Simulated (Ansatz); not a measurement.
# Is the response still linear at 0.25 V/Å? Al2SSe 3 layers, AB

The dipole of a slab grows in proportion to a weak field along its normal. Does the weak-field slope carry to a strong field?

Set-up. Ansatz 0.2.0, plane waves with PAW datasets (its set soft_2), PBE-D3(BJ); atoms held at their relaxed places, 18 Å of vacuum, dipole correction, cell area 11.47 Å², 18×18 k-points, smearing 0.02585 eV. Without field the slab has a gap of 1.53 eV.

| run | field (V/Å) | dipole (e·Å) |
| --- | --- | --- |
| run 1 | −0.03 | −0.04911 |
| run 2 | 0.00 | −0.01199 |
| run 3 | 0.03 | 0.02511 |
| run 4 | 0.25 | ? |

**Question.** What value belongs in the row marked “?”, and how far can the other rows tell?

A least-squares line through the 3 rows shown has slope 1.237000 and intercept −0.011997; no row lies more than 0.00001 e·Å off it. A perfect conductor with that slope would be 180.95 × 1.23700 / 11.47 = 19.51 Å thick. At 0.25 it gives 1.237000 × 0.25 + (−0.011997) = 0.29725 e·Å, beyond the rows fitted. Rounding and scatter of the rows alone allow about ±0.00006 e·Å there.

The run itself gives 0.29750 e·Å: a miss of +0.00025 e·Å. That is under 1 % of the induced dipole, so the response is still linear.

Caveats: Ions are held, so this is the electronic response. Of the series that stay linear within 1 %, this collection keeps about one in seven, and it keeps all that bend.
